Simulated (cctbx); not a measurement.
**Eu2Cu2PbO7: as given, inverted or twinned?**

Space group Ima2 (no. 46), a = 26.3310 Å, b = 5.2950 Å, c = 5.2720 Å, α = 90.00°, β = 90.00°, γ = 90.00°.

| atom | mult. | x | y | z | Ueq (Å²) |
| --- | --- | --- | --- | --- | --- |
| Pb1 | 4 | 3/4 | 0.4673 | 0.5208 | 0.0038 |
| Eu1 | 8 | 0.8599 | 0.4996 | 0.9760 | 0.0065 |
| Cu1 | 8 | 0.9397 | 0.5054 | 0.4815 | 0.0083 |
| O1 | 8 | 0.8236 | 0.9680 | 0.9607 | 0.0113 |
| O2 | 8 | 0.9260 | 0.2561 | 0.2278 | 0.0161 |
| O3 | 8 | 0.9247 | 0.7434 | 0.7285 | 0.0128 |
| O4 | 4 | 3/4 | 0.0821 | 0.4224 | 0.0135 |

The model is made up (kin elements in a known structure type, no relaxation), so it says nothing on whether the phase exists.

Data sets are simulated with cctbx and refined with Bijvoet mates kept apart; Flack x is then fitted as the share of an inverted twin with the atoms fixed, Hooft y from the Bijvoet differences. The group is acentric but holds improper operations, so there is an absolute structure (orientation) and no hand.

Untwinned crystal. What Flack and Hooft values should come out?

| λ (Å) | extinction (unmodelled) | d min (Å) | top counts | error (%) | model | R1 | Flack x | s.u. | Hooft y | s.u. | pairs |
| --- | --- | --- | --- | --- | --- | --- | --- | --- | --- | --- | --- |
| 0.71073 | 0 | 0.77 | 20000 | 3 | as given | 0.0122 | 0.009 | 0.007 | 0.007 | 0.007 | 379 |
| 0.71073 | 0 | 0.77 | 20000 | 3 | inverted | 0.0612 | 0.959 | 0.01 | 1.027 | 0.007 | 379 |
| 1.54184 | 0.1 | 0.83 | 20000 | 3 | as given | 0.0112 | 0.003 | 0.0019 | 0.002 | 0.003 | 301 |

With Mo Kα, x is within 3 s.u. of 0, so the absolute structure is right. With Cu Kα, x is within 3 s.u. of 0, so the absolute structure is right. Inverting the model turns x into about 1 − x.

A further crystal gives:

| λ (Å) | extinction (unmodelled) | d min (Å) | top counts | error (%) | model | R1 | Flack x | s.u. | Hooft y | s.u. | pairs |
| --- | --- | --- | --- | --- | --- | --- | --- | --- | --- | --- | --- |
| 0.71073 | 0 | 0.7 | 5000 | 6 | as given | 0.0567 | 0.789 | 0.011 | 0.821 | 0.011 | 514 |

**Question.** What is it?

It was simulated as an inversion twin with a fraction 0.8 of the inverted domain. Flack x is over 3 s.u. from both 0 and 1 and reads that fraction.
